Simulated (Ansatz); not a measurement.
# Where F_i (void) puts its levels in the gap of AlN (F-43m)

Charge states of F_i (void) in AlN (F-43m), set against the band edges. Model: a cell of 54 host atoms with 1 F put in.

Method: place-levels on r2SCAN runs: charge-transition levels and formation energies with image-charge correction and potential alignment at the atomic sites; PAW set soft_1, in Ansatz 0.2.0.

## 1. The structure

The cell holds 55 atoms: 27 Al, 27 N and 1 F. Its edges and angles: a = 9.269 Å, b = 9.269 Å, c = 9.269 Å, α = 60.0°, β = 60.0°, γ = 60.0°. It derives from AlN (space group F-43m). Nearest the centre at fractional (0.167, 0.833, 0.833): F55 at 0.00 Å, N18 at 1.89 Å, N36 at 1.89 Å, N14 at 1.89 Å, N6 at 1.89 Å, Al35 at 2.18 Å, Al31 at 2.18 Å, Al23 at 2.18 Å.

Coordinates:

```xyz
55
Lattice="0.0000 6.5542 6.5542 6.5542 0.0000 6.5542 6.5542 6.5542 0.0000" Properties=species:S:1:pos:R:3 pbc="T T T"
Al    0.0000    0.0000    0.0000
N     1.0924    1.0924    1.0924
Al    2.1847    2.1847    0.0000
N     3.2771    3.2771    1.0924
Al    4.3695    4.3695    0.0000
N     5.4618    5.4618    1.0924
Al    2.1847    0.0000    2.1847
N     3.2771    1.0924    3.2771
Al    4.3695    2.1847    2.1847
N     5.4618    3.2771    3.2771
Al    6.5542    4.3695    2.1847
N     7.6466    5.4618    3.2771
Al    4.3695    0.0000    4.3695
N     5.4618    1.0924    5.4618
Al    6.5542    2.1847    4.3695
N     7.6466    3.2771    5.4618
Al    8.7389    4.3695    4.3695
N     9.8313    5.4618    5.4618
Al    0.0000    2.1847    2.1847
N     1.0924    3.2771    3.2771
Al    2.1847    4.3695    2.1847
N     3.2771    5.4618    3.2771
Al    4.3695    6.5542    2.1847
N     5.4618    7.6466    3.2771
Al    2.1847    2.1847    4.3695
N     3.2771    3.2771    5.4618
Al    4.3695    4.3695    4.3695
N     5.4618    5.4618    5.4618
Al    6.5542    6.5542    4.3695
N     7.6466    7.6466    5.4618
Al    4.3695    2.1847    6.5542
N     5.4618    3.2771    7.6466
Al    6.5542    4.3695    6.5542
N     7.6466    5.4618    7.6466
Al    8.7389    6.5542    6.5542
N     9.8313    7.6466    7.6466
Al    0.0000    4.3695    4.3695
N     1.0924    5.4618    5.4618
Al    2.1847    6.5542    4.3695
N     3.2771    7.6466    5.4618
Al    4.3695    8.7389    4.3695
N     5.4618    9.8313    5.4618
Al    2.1847    4.3695    6.5542
N     3.2771    5.4618    7.6466
Al    4.3695    6.5542    6.5542
N     5.4618    7.6466    7.6466
Al    6.5542    8.7389    6.5542
N     7.6466    9.8313    7.6466
Al    4.3695    4.3695    8.7389
N     5.4618    5.4618    9.8313
Al    6.5542    6.5542    8.7389
N     7.6466    7.6466    9.8313
Al    8.7389    8.7389    8.7389
N     9.8313    9.8313    9.8313
F    10.9236    6.5542    6.5542
```

Screening for the image-charge correction: ε∞ = 4.64, ε0 = 8.51, computed on the host (DFPT, PBEsol, on the r2SCAN cell), and a cell off the functional's own equilibrium shifts the ionic part.

The cell's shortest repeat is 9.3 Å.

## 2. The runs of each charge state

Levels follow from differences of total energies between charge states, each relaxed by itself.

Each atom starts 0.05 Å or so off its site in a random direction: a symmetric start keeps its symmetry, and would miss off-centre moves and Jahn–Teller distortions. Forces are taken at one point at (¼, ¼, ¼). The cell holds 1 electron more than the neutral one, with a uniform background that keeps it neutral on the whole.

The sampling was tested on the host first: at the k-points planned (1x1x1 shifted 0.25 0.25 0.25) its energy lies 0.045 eV an atom from the dense-mesh value, so the final energies take a denser sampling.

One state's input; the others differ in charge, spin, start and seed, and in occupations where the table says so.

Contents of qm1.relax/input.yaml:

```yaml
crystal:
  lattice:
    - [0.0, 2.18472995, 2.18472995]
    - [2.18472995, 0.0, 2.18472995]
    - [2.18472995, 2.18472995, 0.0]
  atoms:
    - { symbol: Al, position: [0.0, 0.0, 0.0] }
    - { symbol: "N", position: [0.25, 0.25, 0.25] }
  supercell: [3, 3, 3]
  defects:
    - { interstitial: { symbol: F, position: [0.166667, 0.833333, 0.833333] } }
total_charge: -1
basis:
  ecutwfc: 500
  xc_grid: 2
hamiltonian:
  xc: r2scan
  pseudopotentials: { kind: paw, azcp: { folder: soft_1 } }
kpoints:
  mp_grid: { grid: [1, 1, 1], shift: [0.25, 0.25, 0.25] }
scf:
  occupations: { method: fixed }
  max_iter: 80
output:
  forces: true
  charged_corrections: { epsilon: 4.64, static_epsilon: 8.51 }
relax:
  f_tol: 0.02
  max_steps: 80
  random_displacement: { amplitude: 0.05, seed: 7179 }
checkpoint:
  write: "../qm1.relax.run"
  compress: false
  write_wavefunctions: true
  write_every: 100000
```

On the command line:

```bash
ansatz run input.yaml --threads 4 --pin off --max-ram 7536MiB --backend cpu --events-out ev --progress --plain --runs-dir out
```

Defect states can disperse in a cell of this size, so the energy is taken again at a 2×2×2 shifted mesh, on the relaxed structure.

The run of this state that the levels use, under r2SCAN:

Contents of qm1.point/input.yaml:

```yaml
crystal:
  checkpoint: "../qm1.relax.run"
  host: checkpoint
total_charge: -1
basis:
  ecutwfc: 500
  xc_grid: 2
hamiltonian:
  xc: r2scan
  pseudopotentials: { kind: paw, azcp: { folder: soft_1 } }
kpoints:
  mp_grid: { grid: [2, 2, 2], shift: [0.5, 0.5, 0.5] }
scf:
  occupations: { method: fermi_dirac, width: 0.01 }
  max_iter: 80
output:
  forces: true
  eigenvalues: true
  charged_corrections:
    epsilon: 4.64
    static_epsilon: 8.51
    defect_position: [0.166667, 0.833333, 0.833333]
  eigenstates: { localisation: true }
  populations: true
  band_densities: [{ bands: [v1, v1] }, { bands: [c1, c1] }]
  write_density: true
  write_potential: true
  volumetric_format: npy
checkpoint:
  read: "../qm1.relax.run"
  write: "../qm1.point.run"
  compress: false
  write_wavefunctions: false
  write_every: 100000
```

Relaxations under r2SCAN at one point at (¼, ¼, ¼); times on 4 threads of Arm Neoverse V1, shared host:

| charge | moment (μB) | occupations | outcome | steps | largest displacement against the far atoms (Å) | time |
| --- | --- | --- | --- | --- | --- | --- |
| −1 | 0 | fixed | converged | 16 | 1.89 | 2.5 min |
| 0 | 1 | fixed | converged | 19 | 1.74 | 6.1 min |

Single points under r2SCAN at a 2×2×2 shifted mesh; times on 4 threads of Arm Neoverse V1, shared host:

| charge | moment (μB) | occupations | outcome | time |
| --- | --- | --- | --- | --- |
| −1 | 0 | fermi-dirac | converged | 58 s |
| 0 | 1 | fermi-dirac | converged | 2.2 min |

Distances (Å) from F55 to the nearest atoms after relaxation with r2SCAN:

| charge | moment (μB) | 1. | 2. | 3. | 4. | 5. | 6. |
| --- | --- | --- | --- | --- | --- | --- | --- |
| −1 | 0 | Al 1.86 | Al 1.87 | Al 1.87 | Al 1.87 | N 2.30 | N 2.30 |
| 0 | 1 | Al 1.78 | Al 1.86 | Al 2.02 | Al 2.03 | N 2.20 | N 2.31 |

## 3. Levels against the band edges, r2SCAN

A charged cell interacts with its images and the background, and its potential has another zero than the host's. place-levels removes the first by a point-charge model, screened by the static dielectric constant since the ions have relaxed around the charge, and the second by comparing potentials at atoms far from the defect.

The host is a run of the defect-free crystal in the same cutoffs, grids and k-points, so that basis and sampling errors cancel in part in the differences. The host is run in a cell of 2 atoms on a matching mesh. Its band edges are searched through the zone by a band path, so the gap is smaller than, or equal to, that on the mesh. Chemical potentials are energies per atom of F (F2 molecule), run with the same functional and cutoff.

Contents of levels.point.yaml:

```yaml
host:
  run: host.point.run
states: [qm1.point.run, q0_M1.point.run]
geometry_from:
  qm1.point.run: qm1.relax.run
  q0_M1.point.run: q0_M1.relax.run
  host.point.run: host.relax.run
chemical_potentials:
  F:
    energy: -806.862156
    dataset: "<sha256 of the dataset>"
epsilon: 4.64
static_epsilon: 8.51
vertical:
  - { from: qm1.point.run, to: qm1.point_neutral.run }
```

On the command line:

```bash
ansatz place-levels levels.point.yaml -- --threads 4 --pin off --max-ram 7536MiB
```

Numbers of over 12 decimals in the logs are rounded to 6 here.

The log of the run:

```text
[... repeated set-up lines and file paths are left out, and long positions are rounded to six places ...]
(0/-1) 0.334 eV above the valence edge, 3.585 eV under the conduction edge
formation energy of charge 0: +1.204 eV with the Fermi level at the valence edge
formation energy of charge -1: +1.538 eV with the Fermi level at the valence edge
vertical -1 to 0: no energy, since no alignment is typed
  the change from vertical[0].from (qm1.point.run) to vertical[0].to (qm1.point_neutral.run): by its potential at epsilon 4.64 it stands at 0.279 0.616 0.944, with an rms radius of about 3.8 Å (2.2 2.2 2.2 Å across the planes of the cell's vectors); [...]
  edges by r2scan, gap 3.918 eV; the host is sampled to repeats of 18.54 Å
  the defect's cells are sampled to repeats of 18.54 Å, like sampling
  charge 0: +0.000 eV for its dipole among its images, +0.000 omitted
  charge -1: -25866.4581 eV with its correction of +0.081 eV, at epsilon 8.51, aligned at sites: +0.2147 eV, mean over 24 atomic sites at or beyond 4.63 Å from the defect at [0.1667, 0.8333, 0.8333], with +0.000000 for the charge's moments and without [...]
  of states[1] (q0_M1.point.run): its alignment with the host at atomic sites is doubtful: the mean over the far sites moves by -0.0786 eV from their farther parts to their nearer, more than 0.05 eV. [...]
  of states[0] (qm1.point.run): it parts from the run at its places by a charge that spreads by about 2.2 Å along one vector (1.3 Å or more is wide), by its potential at epsilon 4.64, taken for that of held ions (one typed too small widens it), where the cell [...]
  of vertical[0].from (qm1.point.run): it parts from the run at its places by a charge that spreads by about 2.2 Å along one vector (1.3 Å or more is wide), by its potential at epsilon 4.64, taken for that of held ions (one typed too small widens it), where [...]
  vertical[0].to (qm1.point_neutral.run): levels filled in part (TS 0.005 eV): its energy is of no whole electron's
  of vertical[0].to (qm1.point_neutral.run): stability_check_not_made
```

Elapsed: 0.26 s, on 4 threads of Arm Neoverse V1, shared host.

Levels between the charges placed, in eV above the valence top:

|  | gap (eV) | (0/−1) |
| --- | --- | --- |
| r2SCAN | 3.92 | 0.33 |

Corrections by state:

| charge | moment (μB) | image terms and alignment (eV) | band filling (eV) | ε used | over the lowest of its charge, as the program ranks them, band filling apart (eV) |
| --- | --- | --- | --- | --- | --- |
| 0 | 1.0 | 0.000 | - | - | 0.000 |
| −1 | 0.0 | 0.081 | - | 8.51 | 0.000 |

The charged structures listed were also run neutral, and place-levels reads from each pair, by the potential or the spins, how wide the charge is by which they differ; that can be the carrier of either run.

| charge | rms radius (Å) | spread where it is widest against the cell (Å) | wide from (Å) | reading |
| --- | --- | --- | --- | --- |
| −1 | 3.8 | 2.21 | 1.31 | wide |

The neutral runs of these pairs need not share the spin of the lowest neutral state, and very wide values only mean spread over the cell.

From the program's caveats on the states, each cut to its opening words:

- charge 0 (1 μB): its alignment with the host at atomic sites is doubtful: the mean over the far sites moves by -0.0786 eV from their farther parts to their nearer, more than [...]
- charge 0 (1 μB): its displacements don't fall off away from the defect: farther atoms stand 0.015 Å off the host's places
- charge 0 (1 μB): flagged: stability check not made
- charge −1: it parts from the run at its places by a charge that spreads by about 2.2 Å along one vector (1.3 Å or more is wide), by its potential at epsilon 4.64, taken [...]

The host's formation energy from the elements is -1.603 eV per atom; it sets how far the chemical potentials can move.

Limit set by the element alone; other compounds of these elements are not counted. Chemical potentials from the elements' reference states: Al 0.00 eV, N -3.21 eV, F 0.00 eV. Formation energy by charge state (Al-rich; gap 3.92 eV):

| charge | at valence top (eV) | at conduction bottom (eV) | correction included (eV) |
| --- | --- | --- | --- |
| 0 | 1.20 | 1.20 | 0.00 |
| −1 | 1.54 | -2.38 | 0.08 |

(Fermi level (eV), lowest formation energy (eV)): (0.00, 1.20), (0.36, 1.18), (0.71, 0.83), (1.07, 0.47), (1.42, 0.11), (1.78, -0.24), (2.14, -0.60), (2.49, -0.96), (2.85, -1.31), (3.21, -1.67), (3.56, -2.02), (3.92, -2.38)

Limit set by the element alone; other compounds of these elements are not counted. Chemical potentials from the elements' reference states: N 0.00 eV, Al -3.21 eV, F 0.00 eV. Formation energy by charge state (N-rich; gap 3.92 eV):

| charge | at valence top (eV) | at conduction bottom (eV) | correction included (eV) |
| --- | --- | --- | --- |
| 0 | 1.20 | 1.20 | 0.00 |
| −1 | 1.54 | -2.38 | 0.08 |

```tsv
Fermi level (eV)	lowest formation energy (eV)
0.00	1.20
0.36	1.18
0.71	0.83
1.07	0.47
1.42	0.11
1.78	-0.24
2.14	-0.60
2.49	-0.96
2.85	-1.31
3.21	-1.67
3.56	-2.02
3.92	-2.38
```

## 4. The same at the relaxations' own k-points

The relaxations' own energies give the levels at their sampling, for comparison.

Contents of levels.relax_mesh.yaml:

```yaml
host:
  run: host.relax.run
states: [qm1.relax.run, q0_M1.relax.run]
chemical_potentials:
  F:
    energy: -806.862156
    dataset: "<sha256 of the dataset>"
```

On the command line:

```bash
ansatz place-levels levels.relax_mesh.yaml -- --threads 4 --pin off --max-ram 7536MiB
```

The log of the run:

```text
(0/-1) 0.397 eV above the valence edge, 3.473 eV under the conduction edge
formation energy of charge 0: +0.966 eV with the Fermi level at the valence edge
formation energy of charge -1: +1.363 eV with the Fermi level at the valence edge
  edges by r2scan, gap 3.870 eV; the host is sampled to repeats of 9.27 Å
[... the lines on each state left out ...]
```

The job ended after 0.11 s (4 threads).

Levels between neighbouring charges, in eV above the valence top:

|  | gap (eV) | (0/−1) |
| --- | --- | --- |
| one point at (¼, ¼, ¼) | 3.87 | 0.40 |
| a 2×2×2 shifted mesh | 3.92 | 0.33 |

Going from one point at (¼, ¼, ¼) to a 2×2×2 shifted mesh moves the levels that carry no band-filling term by up to 0.06 eV and formation energies against the elements by up to 0.24 eV.

## 5. What came out

| Item | Value |
| --- | --- |
| gap of the host | 3.92 eV (r2SCAN) |
| level (0/minus 1) | 0.33 eV above the valence top |
| lowest of the charges placed, just above the valence top (0.02 eV) | 0 |
| lowest of the charges placed, just below the conduction bottom (0.02 eV) | −1 |
| lowest formation energy at mid-gap of the charges run, Al-rich | -0.42 eV |
| lowest formation energy at mid-gap of the charges run, N-rich | -0.42 eV |

**Reading.** Of the charges placed (−1 and 0), the lowest changes at 0.33 eV (0/−1) above the valence top, in a gap of 3.92 eV. Charges above 0 and below −1 were not placed, so these runs say nothing of levels that involve them. States placed: 0 at 1 μB; −1 at 0 μB. Other spin states or structures, where not listed, weren't placed. At charge −1 and 0 the atom put in ends up to 1.9 Å from its starting place, so the name tells the start alone and the levels can join different sites. F is taken at its element; compounds, which aren't counted here, bound the chemical potentials and would shift these formation energies. Going from one point at (¼, ¼, ¼) to a 2×2×2 shifted mesh moves the levels that carry no band-filling term by up to 0.06 eV and formation energies against the elements by up to 0.24 eV. The program doubts the alignment of potentials for at least one state, a sign that the cell is small. What this leaves open: r2SCAN makes the gap too small and tends to spread out bound carriers; where a gas molecule sets a chemical potential or the host's formation energy, its binding is uncorrected; force components of up to 0.12 eV/Å remain in a run at the final settings.

[Logs are printed without paths, hosts, clocks, repeated set-up lines and the standing remarks that a program may print on its own settings, such as how far it seeks lower states.]

[Hosts, paths, dates, database ids (printed as entryN), source tags and the programs' standing remarks are cut or masked in the printed files.]

[Where a table of states has a column of steps, it counts the stored structures, which are thinned; the runs took as many ionic steps or more.]

[A defect's name tells the site on which it was built; relaxed atoms can leave that site.]

[For some hosts the program warned that the k-mesh of the response run may be too coarse for force constants and the static dielectric constant; such warnings are not shown here.]
